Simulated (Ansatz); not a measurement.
# Elastic response of glassy CaAl2Si2O8 (156 atoms), part 2 of 3

Aim: relax glassy CaAl2Si2O8 (156 atoms), then change its volume to read the bulk modulus from the stress.

Ansatz 0.2.0; Kohn-Sham DFT, PBE, PAW (set soft_2), plane waves.

The cell: 24 Al, 12 Ca, 96 O and 24 Si. The quench rate of 20 K/ps is orders of magnitude faster than experiment. The starting topology of bonds comes from the classical model. The Brillouin zone is sampled at Γ only.

So far. Step 2 (Single point at the start): The r.m.s. force at the start is 1.3 eV/Å. Step 3 (Cell and atoms relaxed): The relaxation converged after 25 steps, with a largest force component of 0.024 eV/Å.

## 4. Single point at the relaxed geometry

The electronic structure is read at the final geometry, in a run of its own.

input.yaml

```yaml
crystal:
  lattice:
    - [12.45328, 0.02277, -0.03993]
    - [0.02277, 13.15872, 0.12691]
    - [-0.03993, 0.12691, 12.32113]
  atoms:
    - { symbol: Al, position: [0.57299, 0.30193, 0.34901] }
    - { symbol: Al, position: [0.52121, 0.43054, 0.6095] }
    - { symbol: Al, position: [0.29008, 0.43822, 0.49795] }
    - { symbol: Al, position: [0.64153, 0.75193, 0.44803] }
    - { symbol: Al, position: [0.39786, 0.09023, 0.90262] }
    - { symbol: Al, position: [0.52648, 0.43771, 0.17454] }
    [... 144 atom lines left out ...]
    - { symbol: Si, position: [0.77333, 0.45057, 0.52419] }
    - { symbol: Si, position: [0.28275, 0.02882, 0.41949] }
    - { symbol: Si, position: [0.10534, 0.26672, 0.90024] }
    - { symbol: Si, position: [0.24222, 0.66468, 0.78084] }
    - { symbol: Si, position: [0.54442, 0.55923, 0.83129] }
    - { symbol: Si, position: [0.69967, 0.23409, 0.78834] }
kpoints:
  mp_grid: { grid: [1, 1, 1] }
hamiltonian:
  xc: pbe
scf:
  occupations: { method: fermi_dirac, width: 0.05 }
output:
  forces: true
  stress: true
  populations: true
  dos:
    method: { smearing: { sigma: 0.1 } }
    de: 0.1
    projected: { site_lists: { Al: [Al], Ca: [Ca], O: [O], Si: [Si] } }
  eigenvalues: true
  write_density: true
  write_potential: true
  volumetric_format: npy
  elf: true
```

On the command line:

```bash
$ ansatz run input.yaml --threads 4 --pin off --max-ram 8192MiB --backend cpu --events-out ev --progress --plain --runs-dir out
```

Numbers of over 12 decimals in the logs are rounded to 6 here.

Log:

```text
[...]
Crystal: 156 atoms, lattice volume = 2018.826 Å³
Basis set: ecut = 420 eV, 39449 PW (Γ), exchange–correlation on 180×180×180 points (8 copies of the dense FFT grid, shifted against one another)
Bands: 588, of which v1, the nominal top of the filled ones, is band 432 counted from 1 (431 counted from 0)
Symmetry: 1 space group operations
[...]
k-points: 1
[...]
SCF iter   1: F=—  HF=-104642.172273 eV  |F-HF|=—  |Δ(HF+E_count)|=         —  Δρ=2.01e-3  dr2=1.07e-1  ethr=1.77e-3  ⟨swp⟩=7.0  Hψ=2824  notcnv=0  defer=121
[...]
SCF iter   9: F=-104642.183614 eV  HF=-104642.183614 eV  |F-HF|=1.18e-8  |Δ(HF+E_count)|=   3.40e-7  Δρ=1.98e-6  dr2=7.86e-8  ethr=1.16e-11  ⟨swp⟩=20.0  Hψ=5464  notcnv=0
SCF 1 converged in 9 iterations: F = -104642.183614 eV  dr2 = 7.86e-8
[...]
SCF converged after 9 iterations
Free energy (F): -104642.183614 eV
[...]
Internal energy: -104642.183614 eV  (E = F + TS)
E sigma→0 (E₀):  -104642.183614 eV
Fermi energy:    6.377098 eV
[...]
--- Forces (eV/Å), atoms counted from 1 ---
  atom   1  Al     0.00378496     0.00260743     0.00374509
  atom   2  Al     0.00422073    -0.00526743    -0.00155542
  atom   3  Al     0.00042887    -0.00069616    -0.00112000
  atom   4  Al     0.00773711    -0.00203826    -0.00483360
  atom   5  Al    -0.00153141    -0.00019684    -0.00588804
  atom   6  Al     0.00573542    -0.00252279     0.00002720
  atom   7  Al     0.00054430    -0.00421356     0.00656611
  atom   8  Al    -0.00179146    -0.00322090    -0.00636235
  atom   9  Al    -0.00281045    -0.00308274    -0.00307638
  atom  10  Al     0.00572815    -0.00378604    -0.00377979
  atom  11  Al     0.01198124     0.00318430    -0.00431817
  atom  12  Al    -0.00252033     0.00601267     0.00086567
  atom  13  Al     0.00375050    -0.00745689     0.00330515
  atom  14  Al    -0.00974433     0.00594602     0.00668740
[...]
atom 155  Si     0.00175490    -0.00554892     0.00863120
  atom 156  Si    -0.00773367    -0.00412993     0.00439236
  max |Σ_I F_I| component: 7.22e-5 eV/Å
--- Stress (GPa, compression-positive) ---
       -0.007142       0.005060      -0.003255
        0.005068       0.018589       0.004963
       -0.003254       0.004957      -0.011210
  P = ⅓ Tr σ = 0.0001 GPa (0.001 kbar)
--- Band table (eV) ---
[...]
--- Löwdin populations: 156 sites ---
  site symbol       q [e]
     0     Al      1.6671
     1     Al      1.6499
     2     Al      1.6415
[...]
155     Si      2.2411
  spilling = 0.012054 (of n_electrons = 864.000000)
```

Wall time 72 s (4 threads of Arm Neoverse V1, shared host); peak memory 3.2 GiB.

The run gave:

- free energy: -104642.1836 eV
- free energy per atom: -670.7832 eV/atom
- SCF cycles: 9
- pressure: 7.86e-5 GPa
- r.m.s. force component: 0.00499 eV/Å
- longest force: 0.02581 eV/Å
- Fermi energy: 6.377 eV
- gap (highest filled to lowest empty level): 3.67 eV
- spilling of the projection: 0.01205

Löwdin charges by element and coordination (they lack the spilled electrons, 0.067 e an atom on average):

```tsv
element	coordination	atoms	mean charge (e)	spread	least	most
Al	all	24	1.31	0.0494	1.15	1.39
Al	4	22	1.31	0.0502	1.15	1.39
Al	5	2	1.32	0.038	1.28	1.35
Ca	all	12	1.80	0.0139	1.78	1.83
Ca	5	1	1.82	0	1.82	1.82
Ca	6	6	1.80	0.013	1.78	1.82
Ca	7	5	1.80	0.0145	1.78	1.83
O	all	96	-0.868	0.0758	-1.12	-0.758
O	2	26	-0.814	0.0344	-0.893	-0.766
O	3	61	-0.879	0.0746	-1.12	-0.758
O	4	9	-0.950	0.064	-1.09	-0.874
Si	all	24	1.70	0.0348	1.61	1.76
Si	4	23	1.70	0.0354	1.61	1.76
Si	5	1	1.71	0	1.71	1.71
```

Density of states as counts of states in windows of 1 eV (from the Fermi level), total and the larger projections:

```tsv
from (eV)	to (eV)	total	O p	Si p	Al p
-14	-12	0.0	0.0	0.0	0.0
-12	-11	3.0	2.0	0.1	0.0
-11	-10	15.4	10.3	0.7	0.1
-10	-9	20.3	14.2	1.2	0.4
-9	-8	32.3	24.0	3.2	0.7
-8	-7	53.0	40.7	5.3	2.6
-7	-6	67.5	54.1	4.9	3.7
-6	-5	89.7	77.0	3.1	4.1
-5	-4	111.9	102.4	2.0	2.6
-4	-3	122.8	116.1	1.2	1.5
-3	-2	57.8	55.3	0.3	0.6
-2	-1	2.3	2.1	0.0	0.0
-1	1	0.0	0.0	0.0	0.0
1	2	2.0	0.0	0.0	0.0
2	3	1.5	0.1	0.1	0.2
3	4	30.2	2.1	1.4	3.8
4	5	69.8	4.5	4.7	8.7
```

Between -26 and -14 eV lie 264 more states.

The levels nearest the highest filled one (over half full), pooled over k-points and spins:

```tsv
level less the highest filled one (eV)	occupation
-0.511	2
-0.476	2
-0.445	2
-0.308	2
-0.245	2
0	2
3.67	0
4.81	0
4.93	0
5.02	0
5.08	0
5.13	0
```

Valence density in the ac plane at fractional y = 0.133, with atoms of Al and Ca and O and Si within 0.2 Å of it. It is the smooth field of the valence electrons, not physical close to the nuclei.

Ten steps, logarithmic in the rise over the least value, from '0' (0.0 e/Å³) to '9' (6.7 e/Å³), each cell a mean:
```
11111111000134543211223321124688642
11211000001123332110012233333465421
24543100011112222100012467532222111
46875210001123454210013699752111112
46774200000136886410013578642122222
34543100000147997420001344321245544
22332100000125675310000111111356654
23332100000011222100000111111235543
33321000000000123321000111110112223
22210000012221257874100011122211011
11100000123433479986211112356642101
00000000123432368874211113589963100
10000000112221123431111112579863111
21000001233211001100111101245532122
32100024676421111000000000011111233
32100136899631111000000000011222234
21110125787531000000000000023444333
11123333343210001111100000124665321
11368864111000013454210000123554321
11589985200000025787521000011222221
11368874100000125787521000000112222
11124431000001123555322111100111221
11111111000122333333333322112333321
11111111000134543222334321124577532
```
Columns run along a (12.5 Å), rows up along c (12.3 Å). Atoms in or near the plane, at fractional coordinates: Al at (0.74, 0.99), Ca at (0.14, 0.18), Ca at (0.48, 0.55), O at (0.81, 0.50), O at (0.42, 0.77), O at (0.26, 0.34), Si at (0.02, 0.71).

Electrostatic potential energy in the ac plane at fractional y = 0.133, with atoms of Al and Ca and O and Si within 0.2 Å of it. With pseudopotentials it is smooth inside the atoms' cores, unlike the true potential.

Ten even steps from '0' (-35 eV) to '9' (11 eV), each cell a mean:
```
89999999999887778999998657756512688
99999999999865557899999865568877898
99889999999755557899999854689999999
95248999999876668999999500389999999
85358999999996225999999732589999998
22479999999995003899999988899998885
00058999999998658999999999999985561
00168999999999999999999999999998872
55789999999999887778999999999999987
99999999999999741126899999999999999
99999999999998610004899999987799999
99999999999999730026899999820069999
89999999999999876678999999830179988
89999999999999998889999999998899888
99999999645899999999999999999999988
99999997100699999999999999999988899
99999998413899999999999999999876789
99887778899999999999999999998644689
98731136899999999989999999998766789
98510005899999998313999999999988999
98630036899999998313899999999999999
98876678899999998767899998889999999
88999999999999998777899876568999888
88999999999999888888998756656745777
```
Columns run along a (12.5 Å; values clipped at the 3rd and 97th percentile), rows up along c (12.3 Å). Atoms in or near the plane, at fractional coordinates: Al at (0.74, 0.99), Ca at (0.14, 0.18), Ca at (0.48, 0.55), O at (0.81, 0.50), O at (0.42, 0.77), O at (0.26, 0.34), Si at (0.02, 0.71).

The highest filled and lowest empty levels differ by 3.67 eV (at Γ alone); a semilocal functional tends to put such gaps too low. In a disordered cell it changes from sample to sample, and tail or defect levels can set it. Mean Löwdin charges: Al +1.31, Ca +1.80, O -0.87, Si +1.70 e (they miss 1.2 % of the electrons, so they add up to more than the cell's charge).

## 5. Volume -3 %

The relaxed cell is scaled evenly and the atoms are relaxed again; the stress at the end gives one point of P(V).

input.yaml, the sections that differ from step 4:

```yaml
crystal:
  lattice:
    - [12.32748, 0.02254, -0.03953]
    - [0.02254, 13.02579, 0.12563]
    - [-0.03953, 0.12563, 12.19667]
  atoms:
    [... the 156 atom lines of step 4 ...]
output:
  forces: true
  eigenvalues: true
  stress: true
relax:
  f_tol: 0.05
  max_steps: 70
# kpoints, hamiltonian, scf: as in step 4
```

Log:

```text
Warning: output.stress: scf.convergence.dr2_threshold = 1e-7 eV (the SCF's general default) is looser than the 1.08e-8 eV advised for a printed stress (1e-10 eV for each atom of the cell: 156, of which 108 are counted). What an SCF threshold leaves in a stress goes as its square root, and in the free energy as the threshold itself, and one threshold admits the most on a small cell: [...]
[...]
Crystal: 156 atoms, lattice volume = 1958.261 Å³
Basis set: ecut = 420 eV, 38273 PW (Γ), exchange–correlation on 180×180×180 points (8 copies of the dense FFT grid, shifted against one another)
Bands: 588, of which v1, the nominal top of the filled ones, is band 432 counted from 1 (431 counted from 0)
Symmetry: 1 space group operations
[...]
k-points: 1
[...]
SCF iter   1: F=—  HF=-104641.246136 eV  |F-HF|=—  |Δ(HF+E_count)|=         —  Δρ=2.09e-3  dr2=1.10e-1  ethr=1.77e-3  ⟨swp⟩=7.0  Hψ=2854  notcnv=0  defer=120
[...]
SCF iter   6: F=-104641.252871 eV  HF=-104641.252883 eV  |F-HF|=1.21e-5  |Δ(HF+E_count)|=   1.82e-5  Δρ=4.23e-5  dr2=3.02e-5  ethr=7.23e-9  ⟨swp⟩=15.0  Hψ=4079  notcnv=0
SCF 1 converged in 6 iterations: F = -104641.252871 eV  dr2 = 3.02e-5
[...]
relax step   1: F+E_penalty+E_count = -104641.25287098 eV  Δ(F+E_penalty+E_count) = +0.000e0 eV  max|allowed force component| = 4.879e-1 eV/Å  Δτ_max = 0.0000 Å  (6 SCF iters, dr2 threshold 6.25e-5 eV, accepted)
[...]
relax step   2: F+E_penalty+E_count = -104641.52346043 eV  Δ(F+E_penalty+E_count) = -2.706e-1 eV  max|allowed force component| = 2.813e-1 eV/Å  Δτ_max = 0.0415 Å  (6 SCF iters, dr2 threshold 1.49e-5 eV, accepted)
[...]
relax step   3: F+E_penalty+E_count = -104641.68341365 eV  Δ(F+E_penalty+E_count) = -1.600e-1 eV  max|allowed force component| = 1.255e-1 eV/Å  Δτ_max = 0.0493 Å  (7 SCF iters, dr2 threshold 4.95e-6 eV, accepted)
relax step   4: F+E_penalty+E_count = -104641.45049517 eV  Δ(F+E_penalty+E_count) = +2.329e-1 eV  max|allowed force component| = 6.158e-1 eV/Å  Δτ_max = 0.2000 Å  (9 SCF iters, dr2 threshold 3.14e-6 eV, rejected (line search))
relax step   5: F+E_penalty+E_count = -104641.72518571 eV  Δ(F+E_penalty+E_count) = -4.177e-2 eV  max|allowed force component| = 1.024e-1 eV/Å  Δτ_max = 0.0557 Å  (10 SCF iters, accepted)
relax step   6: F+E_penalty+E_count = -104641.72920899 eV  Δ(F+E_penalty+E_count) = -4.023e-3 eV  max|allowed force component| = 1.028e-1 eV/Å  Δτ_max = 0.0630 Å  (9 SCF iters, accepted)
relax step   7: F+E_penalty+E_count = -104641.73501383 eV  Δ(F+E_penalty+E_count) = -5.805e-3 eV  max|allowed force component| = 7.088e-2 eV/Å  Δτ_max = 0.0606 Å  (7 SCF iters, dr2 threshold 7.03e-6 eV, accepted)
[...]
relax step   8: F+E_penalty+E_count = -104641.73890092 eV  Δ(F+E_penalty+E_count) = -3.887e-3 eV  max|allowed force component| = 3.169e-2 eV/Å  Δτ_max = 0.0386 Å  (8 SCF iters, accepted)
SCF converged after 8 iterations
Free energy (F): -104641.738901 eV
[...]
Internal energy: -104641.738901 eV  (E = F + TS)
E sigma→0 (E₀):  -104641.738901 eV
Fermi energy:    6.742625 eV
[...]
--- Forces (eV/Å), atoms counted from 1 ---
  atom   1  Al    -0.00054030    -0.00535697     0.00341134
  atom   2  Al     0.00310740    -0.00640432     0.00317827
  atom   3  Al     0.00594506    -0.02148914     0.00526294
  atom   4  Al     0.00401370    -0.00370547     0.00411679
  atom   5  Al    -0.00025849    -0.00115028    -0.01322878
  atom   6  Al     0.01179302    -0.01039264    -0.00271290
  atom   7  Al     0.00955338     0.00364899     0.00373911
  atom   8  Al    -0.01142723     0.01290147    -0.00556470
  atom   9  Al    -0.01179872     0.00123211     0.01333200
  atom  10  Al    -0.00291692    -0.00503254     0.01120774
  atom  11  Al    -0.01386790     0.00085370     0.00384110
  atom  12  Al     0.00712252    -0.02110365    -0.01687021
  atom  13  Al     0.01292339     0.00594470     0.00215366
  atom  14  Al     0.00811705     0.00479253     0.00086430
[...]
atom 155  Si    -0.00463635     0.00108500     0.00058218
  atom 156  Si    -0.00298022    -0.00208939     0.00120484
  max |Σ_I F_I| component: 1.29e-4 eV/Å
--- Stress (GPa, compression-positive) ---
        2.360508      -0.001382      -0.082309
       -0.001375       2.460604      -0.049580
       -0.082310      -0.049586       2.454958
  P = ⅓ Tr σ = 2.4254 GPa (24.254 kbar)
--- Band table (eV) ---
[...]
--- Relaxed structure (8 steps of the walk, 7 accepted, 0 SCFs on fresh bases) ---
  F+E_penalty+E_count = -104641.73890092 eV   max|allowed force component| = 3.169e-2 eV/Å
  atoms:
    - { symbol: Al, position: [0.572050, 0.300253, 0.348613] }
    - { symbol: Al, position: [0.521088, 0.430588, 0.609957] }
    - { symbol: Al, position: [0.288991, 0.438946, 0.497009] }
    - { symbol: Al, position: [0.643314, 0.750308, 0.449325] }
[...]
- { symbol: Si, position: [0.701700, 0.235898, 0.787576] }
```

It took 7.2 min on 4 threads; peak memory 3.2 GiB.

The program notes that the SCF threshold is loose for the stress.

The relaxation converged after 8 steps, 0.486 eV below its start, with a largest force component of 0.032 eV/Å.

Volume -3 %: the energy stands 0.445 eV above that of the reference, at a pressure of 2.43 GPa.

## 6. Volume +3 %

The relaxed cell is scaled to another volume.

Input and log are left out; they have the form of those shown for this kind of step.

The job ended after 9.4 min (4 threads of Arm Neoverse V1, shared host; peak memory 3.3 GiB).

The relaxation converged after 10 steps, 0.453 eV below its start, with a largest force component of 0.033 eV/Å.

Volume +3 %: the energy stands 0.387 eV above that of the reference, at a pressure of -1.99 GPa.

(Part 2 of 3 ends here.)

[Logs are printed without paths, hosts, clocks, repeated set-up lines and the standing remarks that a program may print on its own settings, such as how far it seeks lower states.]

[Hosts, paths, dates, database ids (printed as entryN), source tags and the programs' standing remarks are cut or masked in the printed files.]
